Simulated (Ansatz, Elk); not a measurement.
# Rb2La: X-ray structure factors from the self-consistent density

Structure refinements treat a crystal as free atoms side by side. For a made-up structure of Rb2La (cell and positions from a r2SCAN relaxation) the runs below show what the calculated density changes in F(hkl).

Method: DFT, PBE, all-electron APW+lo, Dirac cores, scalar-relativistic bands, static density, no spin, in Elk 11.2.3 (patched build).

The structure was built from a prototype and need not be the compound's stable phase.

### Step 1. The starting structure

The structure is hexagonal, space group P6/mmm (No. 191). Conventional cell: a = 7.544 Å, b = 7.544 Å, c = 3.744 Å, α = 90.00°, β = 90.00°, γ = 120.00°. Nearest to La lie 2 La at 3.74 Å. Nearest to Rb lie 2 Rb at 3.74 Å. Farther neighbours are not listed.

### Step 2. Ground state and structure factors

An all-electron density is needed, since X-rays see the cores too. Task 0 finds the density and task 195 Fourier-transforms it; tshift is off so that phases refer to the origin typed.

Input file elk.in:

```
tasks
  0
  195

xctype
  20

spinpol
  .false.

rgkmax
  7.0

gmaxvr
  14.0

lmaxo
  7

lmaxapw
  8

swidth
  0.002

tshift
  .false.

ramdisk
  .false.

hmaxvr
  5.5

maxscl
  120

epspot
  1e-06

sppath
  './'

avec
  14.25614521140 0.00000000000 0.00000000000
  -7.12807260570 12.34618391311 0.00000000000
  0.00000000000 0.00000000000 7.07497595831

atoms
  2
  'La.in'
  1
  0.0000000000 -0.0000000000 0.0000000000   0.000000 0.000000 0.000000
  'Rb.in'
  2
  0.6666666667 0.3333333333 0.5000000000   0.000000 0.000000 0.000000
  0.3333333333 0.6666666667 0.5000000000   0.000000 0.000000 0.000000

ngridk
  4 4 6
```

Launch:

```bash
$ OMP_NUM_THREADS=4 elk
```

Numbers of over 12 decimals in the logs are rounded to 6 here.

The program printed:

```text
┌─────────────────────────┐
│ Elk code version 11.2.3 │
└─────────────────────────┘

All units are atomic (Hartree, Bohr, etc.)

┌─────────────────────────────────────────────────┐
│ Ground-state run starting from atomic densities │
└─────────────────────────────────────────────────┘

Lattice vectors :
   14.25614521       0.000000000       0.000000000
  -7.128072606       12.34618391       0.000000000
   0.000000000       0.000000000       7.074975958

Reciprocal lattice vectors :
  0.4407352208      0.2544585984      -0.000000000
   0.000000000      0.5089171967       0.000000000
   0.000000000      -0.000000000      0.8880857468

Unit cell volume      :    1245.259377
Brillouin zone volume :   0.1991956198

Muffin-tin inner radius fraction :   0.1000000000E-01

Nuclei treated as point charges

Species : 1 (La)
 parameters loaded from : La.in
 name : lanthanum
 nuclear charge    :   -57.00000000
 electronic charge :    57.00000000
 atomic mass :    253209.2366
 muffin-tin radius :    2.800000000
 number of radial points in muffin-tin :   1393
 inner part over the whole radius :   0.9924947902E-02
 number on inner part of muffin-tin    :    996
 approximate nuclear radius :   0.9226798129E-04
 number of mesh points to nuclear radius :    505
 atomic positions (lattice), magnetic fields (Cartesian) :
  1 :   0.00000000  0.00000000  0.00000000    0.00000000  0.00000000  0.00000000

Species : 2 (Rb)
 parameters loaded from : Rb.in
 name : rubidium
 nuclear charge    :   -37.00000000
 electronic charge :    37.00000000
 atomic mass :    155798.2686
 muffin-tin radius :    2.600000000
 number of radial points in muffin-tin :   1193
 inner part over the whole radius :   0.9947532429E-02
 number on inner part of muffin-tin    :    847
 approximate nuclear radius :   0.7999050501E-04
 number of mesh points to nuclear radius :    413
 atomic positions (lattice), magnetic fields (Cartesian) :
  1 :  -0.33333333  0.33333333  0.50000000    0.00000000  0.00000000  0.00000000
  2 :   0.33333333 -0.33333333  0.50000000    0.00000000  0.00000000  0.00000000

Total number of atoms per unit cell :    3
Total muffin-tin volume :    239.1966759
 ratio of muffin-tin to unit cell volume :   0.1920858258

Spin treatment :
 spin-unpolarised

Number of Bravais lattice symmetries :   24
Number of crystal symmetries         :   24
Crystal has inversion symmetry
Real symmetric eigensolver will be used

k-point grid :      4     4     6
k-point offset :    0.000000000       0.000000000       0.000000000
k-point set is reduced with full crystal symmetry group
Total number of k-points :       16

Muffin-tin radius times maximum |G+k| :    7.000000000
 using average radius
Maximum |G+k| for APW functions       :    2.625000000
Maximum (1/2)|G+k|²                   :    3.445312500
Maximum |G| for potential and density :    14.00000000
Constant for pseudocharge density :   10
 order of it for each species :   17  17
 order of it for pair densities of each species (exact exchange by exxq0 0: 18) :   11   9
Radial integration step length :    1

G-vector grid sizes :     64    64    32
Number of G-vectors :    57775

Maximum angular momentum used for
 APW functions            :    8
 outer part of muffin-tin :    7
 inner part of muffin-tin :    2

Total nuclear charge    :   -131.0000000
Total core charge       :    102.0000000
Total valence charge    :    29.00000000
Total excess charge     :    0.000000000
Total electronic charge :    131.0000000

Effective Wigner radius, rₛ :    1.314114796

Number of empty states         :     12
Total number of valence states :     27
Total number of core states    :    102

Third-order local-orbitals added for an l without core states : T
Total number of local-orbitals :     29

Exchange-correlation functional :     20     0     0
 Perdew-Burke-Ernzerhof, Phys. Rev. Lett. 77, 3865 (1996)
 gradient requirement :    1
 generalised gradient approximation (GGA)

Smearing type :    3
 Fermi-Dirac
Smearing width :   0.2000000000E-02
[...]
exchange                    :     -399.06031078819
 correlation                 :     -6.749400
 electron entropic           :    -0.19420627244288E-02
 total energy                :     -14461.186887210

Density of states at Fermi energy :    150.9280370
 (states/Hartree/unit cell)

Estimated indirect band gap :   0.1232441987E-02
 from k-point 8 to k-point 4
Estimated direct band gap   :   0.9636800116E-02
 at k-point 8

Charges :
 core                        :    102.0000000
 valence                     :    29.00000000
 interstitial                :    5.644683765
 muffin-tins (core leakage)
  species : 1 (La)
   atom 1                    :    54.73700779     (  0.2170185461E-03)
  species : 2 (Rb)
   atom 1                    :    35.30915422     (  0.9298788449E-04)
   atom 2                    :    35.30915422     (  0.9298788449E-04)
 total in muffin-tins        :    125.3553162
 total calculated charge     :    130.9996223
 total charge                :    131.0000000
 error                       :   0.3777450150E-03

RMS change in Kohn-Sham potential (target) :   0.1419426065     (  0.1000000000E-05)
Absolute change in total energy (target)   :   0.3701939428E-01 (  0.1000000000E-03)

[... loops 3 to 15 left out ...]

┌──────────────────┐
│ Loop number : 16 │
└──────────────────┘

Energies :
 Fermi                       :     0.103194
 sum of occupied eigenvalues :     -8761.2254817367
 electron kinetic            :      15225.989331526
 core electron kinetic       :      15096.749872981
 Coulomb                     :     -29280.807471924
 Coulomb potential           :     -23458.104735638
 nuclear-nuclear             :     -1119.2812287419
 electron-nuclear            :     -32878.204911389
 Hartree                     :      4716.6786682077
 Madelung                    :     -17551.755104105
 xc potential                :     -529.11007762436
 exchange                    :     -398.98365264565
 correlation                 :     -6.751373
 electron entropic           :    -0.22515914414064E-02
 total energy                :     -14460.555417373

Density of states at Fermi energy :    178.2459521
 (states/Hartree/unit cell)

Estimated indirect band gap :   0.2624294813E-02
 from k-point 10 to k-point 6
Estimated direct band gap   :   0.3599009797E-02
 at k-point 10

Charges :
 core                        :    102.0000000
 valence                     :    29.00000000
 interstitial                :    5.796645281
 muffin-tins (core leakage)
  species : 1 (La)
[...]
species : 2 (Rb)
[...]
total in muffin-tins        :    125.2033547
 total calculated charge     :    130.9996165
 total charge                :    131.0000000
 error                       :   0.3834889542E-03

RMS change in Kohn-Sham potential (target) :   0.1192706715E-06 (  0.1000000000E-05)
Absolute change in total energy (target)   :   0.2180778574E-04 (  0.1000000000E-03)

Convergence targets achieved

┌──────────────────┐
│ Loop number : 17 │
└──────────────────┘

Energies :
 Fermi                       :     0.103194
 sum of occupied eigenvalues :     -8761.2254830504
 electron kinetic            :      15225.989331434
 core electron kinetic       :      15096.749873755
 Coulomb                     :     -29280.807472087
 Coulomb potential           :     -23458.104740209
 nuclear-nuclear             :     -1119.2812287419
 electron-nuclear            :     -32878.204906957
 Hartree                     :      4716.6786636117
 Madelung                    :     -17551.755101982
 xc potential                :     -529.11007427468
 exchange                    :     -398.98365257701
 correlation                 :     -6.751373
 electron entropic           :    -0.22515861800246E-02
 total energy                :     -14460.555417540

Density of states at Fermi energy :    178.2455032
 (states/Hartree/unit cell)

Estimated indirect band gap :   0.2624343670E-02
 from k-point 10 to k-point 6
Estimated direct band gap   :   0.3598986751E-02
 at k-point 10

Charges :
 core                        :    102.0000000
 valence                     :    29.00000000
 interstitial                :    5.796645474
 muffin-tins (core leakage)
  species : 1 (La)
   atom 1                    :    54.42700892     (  0.2133191966E-03)
  species : 2 (Rb)
   atom 1                    :    35.38817280     (  0.9265223733E-04)
   atom 2                    :    35.38817280     (  0.9265223733E-04)
 total in muffin-tins        :    125.2033545
 total calculated charge     :    130.9996165
 total charge                :    131.0000000
 error                       :   0.3834887314E-03

┌──────────────────────────────┐
│ Self-consistent loop stopped │
└──────────────────────────────┘

Warning : core states of species 1 leak from the muffin-tin :   0.2133191966E-03

Wrote STATE.OUT
```

The job ended after 23 s (4 threads of Intel Xeon Platinum 8488C (Sapphire Rapids), shared host; peak memory 0.25 GiB; 44 s of CPU time).

SFACRHO.OUT:

```text

h k l indices transformed by vhmat matrix:
   1.000000000       0.000000000       0.000000000    
   0.000000000       1.000000000       0.000000000    
   0.000000000       0.000000000       1.000000000    

      h      k      l  multipl.   |H|            Re(F)            Im(F)           |F|

      0      0      0      1   0.0000000       131.00000      0.13317477E-17   131.00000    
      0     -1      0      6  0.50891720       18.968688     -0.43203614E-14   18.968688    
      1     -2      0      6  0.88147044       114.69211     -0.32466470E-17   114.69211    
      0      0      1      2  0.88808575      -15.528141     -0.19797483E-13   15.528141    
      2      0      0      6   1.0178344       16.854786      0.30242529E-13   16.854786    
      0     -1     -1     12   1.0235688       79.585729     -0.43203614E-14   79.585729    
     -1     -1      1     12   1.2512739      -13.845140     -0.32702787E-13   13.845140    
      1     -3      0     12   1.3464683       15.834191      -0.0000000       15.834191    
      2     -2      1     12   1.3508083       74.291924     -0.43203614E-14   74.291924    
      3     -3      0      6   1.5267516       99.469207     -0.49073111E-13   99.469207    
     -3      2     -1     24   1.6129703       70.066231      0.43203614E-14   70.066231    
     -4      2      0      6   1.7629409       94.249775      0.47340524E-13   94.249775    
      0     -3     -1     12   1.7662578      -11.829356     -0.18177214E-13   11.829356    
      0      0     -2      2   1.7761715       93.862751     -0.34149529E-13   93.862751    
     -1      4      0     12   1.8349270       14.450954      0.21601807E-13   14.450954    
      1     -1      2     12   1.8476423       14.377861      -0.0000000       14.377861    
     -2     -2      1     12   1.9739951      -11.160802     -0.50104929E-13   11.160802    
      2     -1     -2     12   1.9828705       89.762189     -0.44543800E-13   89.762189
```

Elk indexes on the primitive cell of elk.in and gives |H| = 4π sin θ/λ in inverse bohr. Below, one row stands for each form hkl of the conventional cell (m members, Friedel mates merged), F is for one primitive cell and the density is static (no thermal factor). Free-atom factors are Waasmaier and Kirfel's, and R is Σm||F|−|F'||/Σm|F|.

```tsv
hkl	m	sin θ/λ (Å⁻¹)	abs F, DFT	neutral atoms	diff.
100	6	0.076	18.969	18.731	+0.238
110	6	0.133	114.692	114.656	+0.036
001	2	0.134	15.528	15.222	+0.306
200	6	0.153	16.855	16.778	+0.077
101	12	0.154	79.586	79.765	-0.179
111	12	0.188	13.845	13.834	+0.011
210	12	0.203	15.834	15.806	+0.028
201	12	0.203	74.292	74.239	+0.053
300	6	0.230	99.469	99.383	+0.086
211	24	0.243	70.066	69.982	+0.084
220	6	0.265	94.250	94.197	+0.053
301	12	0.266	11.829	11.866	-0.037
002	2	0.267	93.863	93.918	-0.055
310	12	0.276	14.451	14.447	+0.004
102	12	0.278	14.378	14.413	-0.035
221	12	0.297	11.161	11.195	-0.034
112	12	0.298	89.762	89.741	+0.022
400	6	0.306	13.907	13.925	-0.017
311	24	0.307	63.797	63.755	+0.042
202	12	0.308	13.922	13.896	+0.027
320	12	0.334	13.458	13.474	-0.016
401	12	0.334	61.417	61.386	+0.031
```

### Step 3. The highest occupied states alone

An energy window below the Fermi level keeps the highest occupied states, to see at which angles they scatter; shallow core shells can lie inside it and anion s states outside. No new self-consistency is needed.

elk.in, as its differences from that of step 2:

```diff
@@ -1,3 +1,2 @@
 tasks
-  0
   195
@@ -40,2 +39,5 @@
 
+wsfac
+  -0.337800 0.403190
+
 sppath
```

Launch:

```bash
$ OMP_NUM_THREADS=4 elk
```

The program printed:

```text
┌─────────────────────────────────┐
│ Elk code version 11.2.3 started │
└─────────────────────────────────┘

Info(readinput): the functional depends on the density's gradient
 muffin-tin radial points multiplied by    2.00000
 (not where nrmtscf is given)

┌────────────────────┐
│ Current task : 195 │
└────────────────────┘

Info(sfacrho): density structure factors written to SFACRHO.OUT

 Energy window :  -0.3378000000      0.4031900000

┌──────────────────┐
│ Elk code stopped │
└──────────────────┘
```

It took 12 s on 4 threads; peak memory 0.17 GiB; 14 s of CPU time.

States within 12 eV below the Fermi level hold 5.00 electrons; any levels below the window count with the cores. Their amplitudes can exceed the total, where window and core parts have opposite phase:

```tsv
hkl	sin θ/λ (Å⁻¹)	abs F, window	abs F, all
100	0.076	1.335	18.969
110	0.133	0.252	114.692
001	0.134	0.062	15.528
200	0.153	0.217	16.855
101	0.154	0.074	79.586
111	0.188	0.007	13.845
210	0.203	0.046	15.834
201	0.203	0.075	74.292
300	0.230	0.107	99.469
211	0.243	0.090	70.066
```

### Step 4. Another functional

The difference from free atoms is small, so it is set against the change that LDA (Perdew-Wang) makes.

elk.in, as its differences from that of step 3:

```diff
@@ -1,2 +1,3 @@
 tasks
+  0
   195
@@ -4,3 +5,3 @@
 xctype
-  20
+  3
 
@@ -39,5 +40,2 @@
 
-wsfac
-  -0.337800 0.403190
-
 sppath
```

Launch:

```bash
$ OMP_NUM_THREADS=4 elk
```

The program printed:

```text
┌─────────────────────────┐
│ Elk code version 11.2.3 │
└─────────────────────────┘

All units are atomic (Hartree, Bohr, etc.)

┌─────────────────────────────────────────────────┐
│ Ground-state run starting from atomic densities │
└─────────────────────────────────────────────────┘

Lattice vectors :
   14.25614521       0.000000000       0.000000000
  -7.128072606       12.34618391       0.000000000
   0.000000000       0.000000000       7.074975958

Reciprocal lattice vectors :
  0.4407352208      0.2544585984      -0.000000000
[...]
muffin-tins (core leakage)
  species : 1 (La)
[...]
species : 2 (Rb)
   atom 1                    :    35.37687149     (  0.8762297547E-04)
   atom 2                    :    35.37687149     (  0.8762297547E-04)
 total in muffin-tins        :    125.1769769
 total calculated charge     :    130.9996220
 total charge                :    131.0000000
 error                       :   0.3780312763E-03

┌──────────────────────────────┐
│ Self-consistent loop stopped │
└──────────────────────────────┘

Warning : core states of species 1 leak from the muffin-tin :   0.2113131998E-03

Wrote STATE.OUT
[key lines of the parts left out:]
total energy                :     -14447.062170198
```

The job ended after 14 s (4 threads; peak memory 0.18 GiB; 26 s of CPU time).

Against the first run R = 0.04 %; the largest change is -0.046 at 001.

### Step 5. A coarser k-mesh

About half the k-points along each axis test the sampling.

elk.in, as its differences from that of step 4:

```diff
@@ -5,3 +5,3 @@
 xctype
-  3
+  20
 
@@ -59,2 +59,2 @@
 ngridk
-  4 4 6
+  2 2 3
```

Launch:

```bash
$ OMP_NUM_THREADS=4 elk
```

The program printed:

```text
┌─────────────────────────┐
│ Elk code version 11.2.3 │
└─────────────────────────┘

All units are atomic (Hartree, Bohr, etc.)

┌─────────────────────────────────────────────────┐
│ Ground-state run starting from atomic densities │
└─────────────────────────────────────────────────┘

Lattice vectors :
   14.25614521       0.000000000       0.000000000
  -7.128072606       12.34618391       0.000000000
   0.000000000       0.000000000       7.074975958

Reciprocal lattice vectors :
  0.4407352208      0.2544585984      -0.000000000
[...]
muffin-tins (core leakage)
  species : 1 (La)
[...]
species : 2 (Rb)
   atom 1                    :    35.38817712     (  0.9261066833E-04)
   atom 2                    :    35.38817712     (  0.9261066833E-04)
 total in muffin-tins        :    125.1943567
 total calculated charge     :    130.9995286
 total charge                :    131.0000000
 error                       :   0.4714261894E-03

┌──────────────────────────────┐
│ Self-consistent loop stopped │
└──────────────────────────────┘

Warning : core states of species 1 leak from the muffin-tin :   0.2129674937E-03

Wrote STATE.OUT
[key lines of the parts left out:]
total energy                :     -14460.559303256
```

Elapsed: 20 s, on 4 threads; peak memory 0.24 GiB; 30 s of CPU time.

Against the first run R = 0.02 %; the largest change is -0.107 at 001.

### Step 6. Basis size

The basis and the expansions that go with it are enlarged, to see whether the differences are converged.

elk.in, as its differences from that of step 5:

```diff
@@ -11,12 +11,12 @@
 rgkmax
-  7.0
+  8.5
 
 gmaxvr
-  14.0
+  18.0
 
 lmaxo
-  7
+  9
 
 lmaxapw
-  8
+  10
 
@@ -59,2 +59,2 @@
 ngridk
-  2 2 3
+  4 4 6
```

Launch:

```bash
$ OMP_NUM_THREADS=4 elk
```

The program printed:

```text
┌─────────────────────────┐
│ Elk code version 11.2.3 │
└─────────────────────────┘

All units are atomic (Hartree, Bohr, etc.)

┌─────────────────────────────────────────────────┐
│ Ground-state run starting from atomic densities │
└─────────────────────────────────────────────────┘

Lattice vectors :
   14.25614521       0.000000000       0.000000000
  -7.128072606       12.34618391       0.000000000
   0.000000000       0.000000000       7.074975958

Reciprocal lattice vectors :
  0.4407352208      0.2544585984      -0.000000000
[...]
muffin-tins (core leakage)
  species : 1 (La)
[...]
species : 2 (Rb)
   atom 1                    :    35.39432896     (  0.9275056021E-04)
   atom 2                    :    35.39432896     (  0.9275056021E-04)
 total in muffin-tins        :    125.2303136
 total calculated charge     :    130.9995876
 total charge                :    131.0000000
 error                       :   0.4123621955E-03

┌──────────────────────────────┐
│ Self-consistent loop stopped │
└──────────────────────────────┘

Warning : core states of species 1 leak from the muffin-tin :   0.2163037046E-03

Wrote STATE.OUT
[key lines of the parts left out:]
total energy                :     -14460.564739853
```

Wall time 66 s (4 threads); peak memory 0.49 GiB; 2.1 min of CPU time.

Against the first run R = 0.01 %; the largest change is +0.021 at 201.

### Step 7. Settings against the effect

```tsv
run	R against the first run (%)	R against neutral atoms, low angle (%)	wall time
PBE, rgkmax 7	0.00	0.13	23 s
LDA (Perdew-Wang)	0.04	0.12	14 s
k-mesh 2×2×3	0.02	0.13	20 s
rgkmax 8.5 with larger expansions	0.01	0.15	66 s
```

### Step 8. Summary of results

```yaml
r_against_neutral_atoms_sin_theta_lambda_0p3_a_minus1: 0.13 %
r_against_neutral_atoms_0p3_to_0p72_a_minus1: 0.14 %
```

In words: Independent neutral atoms miss the calculated amplitudes by R = 0.13 % below 0.3 Å⁻¹ and 0.14 % from there to 0.72 Å⁻¹; by shells, 0.27 % below 0.15 Å⁻¹ (3 forms), 0.12 % 0.15 to 0.3 (14 forms), 0.07 % 0.3 to 0.45 (28 forms), 0.16 % above 0.45 (104 forms). Bonding, aspherical density and the tables' own atoms all enter these figures, and the runs don't part them. The largest change of an amplitude is +0.31 electrons, at 001. The window's part falls from 5.0 electrons at the origin to at most 0.03 between 0.45 and 0.72 Å⁻¹. Below 0.3 Å⁻¹ the changes that finished (LDA (Perdew-Wang), k-mesh 2×2×3 and rgkmax 8.5 with larger expansions) move F by R = 0.08 % at most, against the 0.13 % that separates it from free atoms, so the difference from free atoms is only partly resolved. A single amplitude moves by up to 0.11 electrons, against 0.31 for the largest difference from free atoms. Part of the difference isn't bonding: the tables are fits to free atoms and ions calculated by other methods than this functional. Thermal motion, anomalous dispersion and extinction are left out.

[Logs are printed without paths, hosts, clocks, repeated set-up lines and the standing remarks that a program may print on its own settings, such as how far it seeks lower states.]

[Hosts, paths, dates, database ids (printed as entryN), source tags and the programs' standing remarks are cut or masked in the printed files.]
